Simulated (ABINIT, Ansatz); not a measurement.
# Converging GW for LiCl (Fm-3m) in ABINIT

Wanted: a converged G0W0 gap of LiCl (Fm-3m), or an estimate of the limit.

Method: PBE and many-body steps on it, plane waves, in ABINIT 10.8.3.

## Step 1: Starting point

It takes space group Fm-3m (No. 225, cubic). Conventional cell: a = 5.143 Å, b = 5.143 Å, c = 5.143 Å, α = 90.00°, β = 90.00°, γ = 90.00°. Nearest to Li lie 6 Cl at 2.57 Å. Cl has 6 Li at 2.57 Å nearest. Farther neighbours and most contacts between anions are not listed.

As a file:

```cif
data_structure
_symmetry_space_group_name_H-M 'P 1'
_symmetry_Int_Tables_number 1
_cell_length_a 3.6367
_cell_length_b 3.6367
_cell_length_c 3.6367
_cell_angle_alpha 60.000
_cell_angle_beta 60.000
_cell_angle_gamma 60.000
_cell_volume 34.01
loop_
_atom_site_label
_atom_site_type_symbol
_atom_site_fract_x
_atom_site_fract_y
_atom_site_fract_z
_atom_site_occupancy
Li1 Li 0.00000 0.00000 0.00000 1
Cl2 Cl 0.50000 0.50000 0.50000 1
```

The cell and positions come from the Crystallography Open Database and are kept as given unless a step says otherwise.

## Step 2: Empty states on the mesh, 6×6×6 mesh, 630 bands

This step: ABINIT 10.8.3; DFT, PBE, plane waves, norm-conserving pseudopotentials.

The sums over transitions need many empty states on a uniform mesh; this step solves for them.

File run.abi:

```
acell 3*1.0 Angstrom
rprim 
  0.000000000000 2.571500000000 2.571500000000
  2.571500000000 0.000000000000 2.571500000000
  2.571500000000 2.571500000000 -0.000000000000
ntypat 2
znucl 3 17
natom 2
typat 1 2
xred 
  0.000000000000 0.000000000000 0.000000000000
  0.500000000000 0.500000000000 0.500000000000
pp_dirpath "pseudos"
pseudos "Li.upf, Cl.upf"
ecut 33
ngkpt 6 6 6
nshiftk 1
shiftk 0 0 0
kptopt 1
chksymbreak 0
irdden 1
istwfk *1
nband 630
prtvol 0
optdriver 6
gwr_task "HDIAGO"
paral_kgb 0
occopt 1
indata_prefix "in"
outdata_prefix "out"
tmpdata_prefix "tmp"
```

Started as:

```bash
$ OMP_NUM_THREADS=1 mpirun -n 4 abinit run.abi > log
```

Output:

```text
.Version 10.8.3 of ABINIT. v10.8.2 released Aug 2026.

 Symmetries : space group Fm -3 m (#225); Bravais cF (face-center cubic)
[... echo of the input left out ...]
== DATASET  1 ==================================================================
-   mpi_nproc: 4, omp_nthreads: 1 (-1 if OMP is not activated)

--- !DatasetInfo
iteration_state: {dtset: 1, }
dimensions: {natom: 2, nkpt: 16, mband: 630, nsppol: 1, nspinor: 1, nspden: 1, mpw: 2092, }
cutoff_energies: {ecut:  33.0, pawecutdg:  -1.0, }
[...]
Direct band gap semiconductor
 Fundamental gap:     6.285 (eV)
   VBM:     0.193 (eV) at k: [ 0.0000E+00,  0.0000E+00,  0.0000E+00]
   CBM:     6.477 (eV) at k: [ 0.0000E+00,  0.0000E+00,  0.0000E+00]
 Direct gap:         6.285 (eV) at k: [ 0.0000E+00,  0.0000E+00,  0.0000E+00]

== END DATASET(S) ==============================================================
================================================================================

 -outvars: echo values of variables after computation  --------
           etotal      0.0000000000E+00
            nband         630
             nkpt          16
          spgroup         225
 [... the other variables as echoed above ...]

 Calculation completed.
```

It took 26 s on 4 MPI ranks of Intel Xeon Platinum 8375C at 2.90GHz (Ice Lake), shared host; peak memory 1.3 GiB.

This step gave:

| Item | Value |
| --- | --- |
| gap | 6.285 eV |
| k of the valence top | 0, 0, 0 |
| k of the conduction bottom | 0, 0, 0 |
| least direct gap | 6.285 eV |
| k points computed | 16 |
| lowest point of the top converged band, above the valence top | 388.3054 eV |

On this mesh the gap is 6.285 eV.

The density comes from a self-consistent run that is not shown.

## Step 3: Screening, 6×6×6 mesh, 82 bands, screening to 152.4 eV

The RPA dielectric matrix is built and inverted for each q.

This step: RPA screening on PBE, plane waves, norm-conserving pseudopotentials.

Changes to run.abi since step 2:

```diff
@@ -20,10 +20,11 @@
 chksymbreak 0
-irdden 1
 istwfk *1
-nband 630
-prtvol 0
-optdriver 6
-gwr_task "HDIAGO"
-paral_kgb 0
 occopt 1
+irdwfk 1
+optdriver 3
+nband 82
+ecuteps 5.6
+inclvkb 2
+awtr 1
+symchi 1
 indata_prefix "in"
```

Output:

```text
.Version 10.8.3 of ABINIT. v10.8.2 released Aug 2026.

 Symmetries : space group Fm -3 m (#225); Bravais cF (face-center cubic)
[... echo of the input left out ...]
== DATASET  1 ==================================================================
-   mpi_nproc: 4, omp_nthreads: 1 (-1 if OMP is not activated)

--- !DatasetInfo
iteration_state: {dtset: 1, }
dimensions: {natom: 2, nkpt: 16, mband: 82, nsppol: 1, nspinor: 1, nspden: 1, mpw: 2092, }
cutoff_energies: {ecut:  33.0, pawecutdg:  -1.0, }
electrons: {nelect:   1.00000000E+01, charge:   0.00000000E+00, occopt:   1.00000000E+00, tsmear:   1.00000000E-02, }

 SCREENING: Calculation of the susceptibility and dielectric matrices

 Based on a program developped by R.W. Godby, V. Olevano, G. Onida, and L. Reining.
 Incorporated in ABINIT by V. Olevano, G.-M. Rignanese, and M. Torrent.
.Using double precision arithmetic ; gwpc =  8

[... cell and pseudopotentials left out ...]
--------------------------------------------------------------------------------

 ==== K-mesh for the wavefunctions ====
 Number of points in the irreducible wedge :    16
[... list of points left out ...]
 Together with 48 symmetry operations and time-reversal symmetry
 yields   216 points in the full Brillouin Zone.

 ==== Q-mesh for the screening function ====
 Number of points in the irreducible wedge :    16
[... list of points left out ...]
 Together with 48 symmetry operations and time-reversal symmetry
 yields   216 points in the full Brillouin Zone.

 setmesh: FFT mesh size selected  =    25x   25x   25
          total number of points  =        15625

 vcoul_init : cutoff-mode = AUXILIARY_FUNCTION
 q-points for optical limit:   1
     1)      0.000010    0.000020    0.000030

- screening: taking advantage of time-reversal symmetry
- Maximum band index for partially occupied states nbvw = 5
- Remaining bands to be divided among processors   nbcw = 77
- Number of bands treated by each node ~19

 Number of electrons calculated from density =   10.0000; Expected =   10.0000
 average of density, n =  0.043573
 r_s =    1.7629
 omega_plasma =   20.1355 [eV]

 calculating chi0 at frequencies [eV] :
  1    0.000000E+00    0.000000E+00
  2    0.000000E+00    2.013550E+01

--------------------------------------------------------------------------------
  q-point number  1        q = ( 0.000000, 0.000000, 0.000000) [r.l.u.]
--------------------------------------------------------------------------------
[... chi0 elements left out ...]
 For q-point:  0.000010 0.000020 0.000030
  dielectric constant =   2.7549
  dielectric constant without local fields =   3.2509

  Average fulfillment of the sum rule on Im[epsilon] for q-point    1 :     76.59  [%]
[... wings left out ...]
  q-point number  2        q = ( 0.166667, 0.000000, 0.000000) [r.l.u.]
--------------------------------------------------------------------------------
[... chi0 elements left out ...]
  Average fulfillment of the sum rule on Im[epsilon] for q-point    2 :     85.45  [%]

 [... 14 further q-points ...]
```

Elapsed: 27 s, on 4 MPI ranks; peak memory 0.81 GiB; 1.8 min of CPU time.

This step gave:

```
ε∞ with local fields, on this mesh, along the program's q direction : 2.755
the same without local fields                                       : 3.251
plasma frequency                                                    : 20.14 eV
plane waves in the screening matrix                                 : 137
```

Local fields lower ε∞ by 15 %.

## Step 4: 82 bands, 152.4 eV

The self-energy is evaluated for the states that the input lists, and the levels follow from it, in one-shot runs by the linearised quasiparticle equation.

This step: G0W0 on PBE, plane waves, norm-conserving pseudopotentials.

Changes to run.abi since step 3:

```diff
@@ -23,8 +23,15 @@
 irdwfk 1
-optdriver 3
+optdriver 4
 nband 82
+gwcalctyp 0
+ecutsigx 33
+symsigma 1
+nkptgw 1
+kptgw 
+  0.0000000000 0.0000000000 0.0000000000
+bdgw 
+  3 9
 ecuteps 5.6
-inclvkb 2
-awtr 1
-symchi 1
+irdscr 1
+ppmodel 1
 indata_prefix "in"
```

Output:

```text
.Version 10.8.3 of ABINIT. v10.8.2 released Aug 2026.

 Symmetries : space group Fm -3 m (#225); Bravais cF (face-center cubic)
[... echo of the input left out ...]
== DATASET  1 ==================================================================
-   mpi_nproc: 4, omp_nthreads: 1 (-1 if OMP is not activated)

--- !DatasetInfo
iteration_state: {dtset: 1, }
dimensions: {natom: 2, nkpt: 16, mband: 82, nsppol: 1, nspinor: 1, nspden: 1, mpw: 2092, }
cutoff_energies: {ecut:  33.0, pawecutdg:  -1.0, }
electrons: {nelect:   1.00000000E+01, charge:   0.00000000E+00, occopt:   1.00000000E+00, tsmear:   1.00000000E-02, }

 SIGMA: Calculation of the GW corrections

 Based on a program developped by R.W. Godby, V. Olevano, G. Onida, and L. Reining.
 Incorporated in ABINIT by V. Olevano, G.-M. Rignanese, and M. Torrent.
.Using double precision arithmetic ; gwpc =  8

[... cell and pseudopotentials left out ...]
--------------------------------------------------------------------------------

 ==== K-mesh for the wavefunctions ====
 Number of points in the irreducible wedge :    16
[... list of points left out ...]
 Together with 48 symmetry operations and time-reversal symmetry
 yields   216 points in the full Brillouin Zone.

 ==== Q-mesh for screening function ====
 Number of points in the irreducible wedge :    16
[... list of points left out ...]
 Together with 48 symmetry operations and time-reversal symmetry
 yields   216 points in the full Brillouin Zone.

 vcoul_init : cutoff-mode = AUXILIARY_FUNCTION
 q-points for optical limit:   1
     1)      0.000010    0.000020    0.000030
 setmesh: FFT mesh size selected  =    36x   36x   36
          total number of points  =        46656

 Number of electrons calculated from density =   10.0000; Expected =   10.0000
 average of density, n =  0.043573
 r_s =    1.7629
 omega_plasma =   20.1355 [eV]

 === KS Band Gaps ===
  >>>> For spin  1
   Minimum direct gap =   6.2845 [eV], located at k-point      :   0.0000  0.0000  0.0000
   Fundamental gap    =   6.2845 [eV], Top of valence bands at :   0.0000  0.0000  0.0000
                                       Bottom of conduction at :   0.0000  0.0000  0.0000
 SIGMA fundamental parameters:
 PLASMON POLE MODEL  1
 number of plane-waves for SigmaX                 2085
 number of plane-waves for SigmaC and W            137
 number of plane-waves for wavefunctions          2085
 number of bands                                    82
 number of independent spin polarizations            1
 number of spinorial components                      1
 number of k-points in IBZ                          16
 number of q-points in IBZ                          16
 number of symmetry operations                      48
 number of k-points in BZ                          216
 number of q-points in BZ                          216
 number of frequencies for dSigma/dE                 9
 frequency step for dSigma/dE [eV]                0.25
 number of omega for Sigma on real axis              0
 max omega for Sigma on real axis  [eV]           0.00
 zcut for avoiding poles [eV]                     0.10

 EPSILON^-1 parameters (SCR file):
 dimension of the eps^-1 matrix on file            137
 dimension of the eps^-1 matrix used               137
 number of plane-waves for wavefunctions          2085
 number of bands                                    82
 number of q-points in IBZ                          16
 number of frequencies                               2
 number of real frequencies                          1
 number of imag frequencies                          1

 matrix elements of self-energy operator (all in [eV])

 Perturbative Calculation

--- !SelfEnergy_ee
iteration_state: {dtset: 1, }
kpoint     : [   0.000,    0.000,    0.000, ]
spin       : 1
KS_gap     :    6.285
QP_gap     :    8.905
Delta_QP_KS:    2.620
data: !SigmaeeData |
     Band     E0 <VxcDFT>   SigX SigC(E0)      Z dSigC/dE  Sig(E)    E-E0       E
        3   0.193 -14.693 -19.029   2.098   0.805  -0.243 -16.494  -1.800  -1.608
        4   0.193 -14.693 -19.029   2.098   0.805  -0.243 -16.494  -1.800  -1.608
        5   0.193 -14.693 -19.029   2.098   0.805  -0.243 -16.494  -1.800  -1.608
        6   6.477  -9.170  -4.732  -3.470   0.848  -0.180  -8.350   0.820   7.297
        7  11.985  -9.607  -4.365  -3.674   0.842  -0.188  -8.287   1.320  13.305
        8  11.985  -9.607  -4.365  -3.674   0.842  -0.188  -8.287   1.320  13.305
        9  11.985  -9.607  -4.365  -3.674   0.842  -0.188  -8.287   1.320  13.305

== END DATASET(S) ==============================================================
================================================================================

 -outvars: echo values of variables after computation  --------
           etotal      0.0000000000E+00
            nband          82
             nkpt          16
          spgroup         225
 [... the other variables as echoed above ...]

 Calculation completed.
```

Wall time 4.2 s (4 MPI ranks); peak memory 0.63 GiB; 16 s of CPU time.

Numbers from this step:

```yaml
g0w0_gap_on_the_points_computed: 8.905 eV
starting_gap_on_the_mesh: 6.285 eV
k_of_the_valence_top: 0, 0, 0
k_of_the_conduction_bottom: 0, 0, 0
z_at_the_valence_top: 0.805
z_at_the_conduction_bottom: 0.848
least_direct_g0w0_gap_on_the_computed_points: 8.905 eV
```

The gap on the mesh goes from 6.28 eV to 8.90 eV, a correction of +2.62 eV.

## Step 5: Screening, 6×6×6 mesh, 256 bands, screening to 283 eV

This step: RPA screening on PBE, plane waves, norm-conserving pseudopotentials.

Changes to run.abi since step 4:

```diff
@@ -23,15 +23,8 @@
 irdwfk 1
-optdriver 4
-nband 82
-gwcalctyp 0
-ecutsigx 33
-symsigma 1
-nkptgw 1
-kptgw 
-  0.0000000000 0.0000000000 0.0000000000
-bdgw 
-  3 9
-ecuteps 5.6
-irdscr 1
-ppmodel 1
+optdriver 3
+nband 256
+ecuteps 10.4
+inclvkb 2
+awtr 1
+symchi 1
 indata_prefix "in"
```

Output:

```text
.Version 10.8.3 of ABINIT. v10.8.2 released Aug 2026.

 Symmetries : space group Fm -3 m (#225); Bravais cF (face-center cubic)
[... echo of the input left out ...]
== DATASET  1 ==================================================================
-   mpi_nproc: 4, omp_nthreads: 1 (-1 if OMP is not activated)

--- !DatasetInfo
iteration_state: {dtset: 1, }
dimensions: {natom: 2, nkpt: 16, mband: 256, nsppol: 1, nspinor: 1, nspden: 1, mpw: 2092, }
cutoff_energies: {ecut:  33.0, pawecutdg:  -1.0, }
electrons: {nelect:   1.00000000E+01, charge:   0.00000000E+00, occopt:   1.00000000E+00, tsmear:   1.00000000E-02, }

 SCREENING: Calculation of the susceptibility and dielectric matrices

 Based on a program developped by R.W. Godby, V. Olevano, G. Onida, and L. Reining.
 Incorporated in ABINIT by V. Olevano, G.-M. Rignanese, and M. Torrent.
.Using double precision arithmetic ; gwpc =  8

[... cell and pseudopotentials left out ...]
--------------------------------------------------------------------------------

 ==== K-mesh for the wavefunctions ====
 Number of points in the irreducible wedge :    16
[... list of points left out ...]
 Together with 48 symmetry operations and time-reversal symmetry
 yields   216 points in the full Brillouin Zone.

 ==== Q-mesh for the screening function ====
 Number of points in the irreducible wedge :    16
[... list of points left out ...]
 Together with 48 symmetry operations and time-reversal symmetry
 yields   216 points in the full Brillouin Zone.

 setmesh: FFT mesh size selected  =    27x   27x   27
          total number of points  =        19683

 vcoul_init : cutoff-mode = AUXILIARY_FUNCTION
 q-points for optical limit:   1
     1)      0.000010    0.000020    0.000030

- screening: taking advantage of time-reversal symmetry
- Maximum band index for partially occupied states nbvw = 5
- Remaining bands to be divided among processors   nbcw = 251
- Number of bands treated by each node ~62

 Number of electrons calculated from density =   10.0000; Expected =   10.0000
 average of density, n =  0.043573
 r_s =    1.7629
 omega_plasma =   20.1355 [eV]

 calculating chi0 at frequencies [eV] :
  1    0.000000E+00    0.000000E+00
  2    0.000000E+00    2.013550E+01

--------------------------------------------------------------------------------
  q-point number  1        q = ( 0.000000, 0.000000, 0.000000) [r.l.u.]
--------------------------------------------------------------------------------
[... chi0 elements left out ...]
 For q-point:  0.000010 0.000020 0.000030
  dielectric constant =   2.7540
  dielectric constant without local fields =   3.2521

  Average fulfillment of the sum rule on Im[epsilon] for q-point    1 :     91.76  [%]
[... wings left out ...]
  q-point number  2        q = ( 0.166667, 0.000000, 0.000000) [r.l.u.]
--------------------------------------------------------------------------------
[... chi0 elements left out ...]
  Average fulfillment of the sum rule on Im[epsilon] for q-point    2 :     93.83  [%]

 [... 14 further q-points ...]
```

It took 3.1 min on 4 MPI ranks; peak memory 2 GiB.

Numbers from this step:

```
ε∞ with local fields, on this mesh, along the program's q direction : 2.754
the same without local fields                                       : 3.252
plasma frequency                                                    : 20.14 eV
plane waves in the screening matrix                                 : 339
```

(Part 1 of 2 ends here.)

[Paths, hosts, dates, memory and timing lines, banners, echoed tables and standing remarks are left out of the program output.]

[Logs are printed without paths, hosts, clocks, repeated set-up lines and the standing remarks that a program may print on its own settings, such as how far it seeks lower states.]

[Runs of the session that timed out or met a known fault of the program may be left out.]

[No measured gap is set beside runs whose start may be inverted or whose files or cutoffs have a known fault.]

[Hosts, paths, dates, database ids (printed as entryN), source tags and the programs' standing remarks are cut or masked in the printed files.]

[G0W0 gaps are taken among the corrected bands and points alone; a level outside them can change the order at an edge.]

[Where Ansatz stands beside ABINIT at settings called matched, ABINIT's density can come from a denser mesh and the files from another edition; pairs whose starting gaps differed by over 0.03 eV were left out, so agreement reads better than it is.]
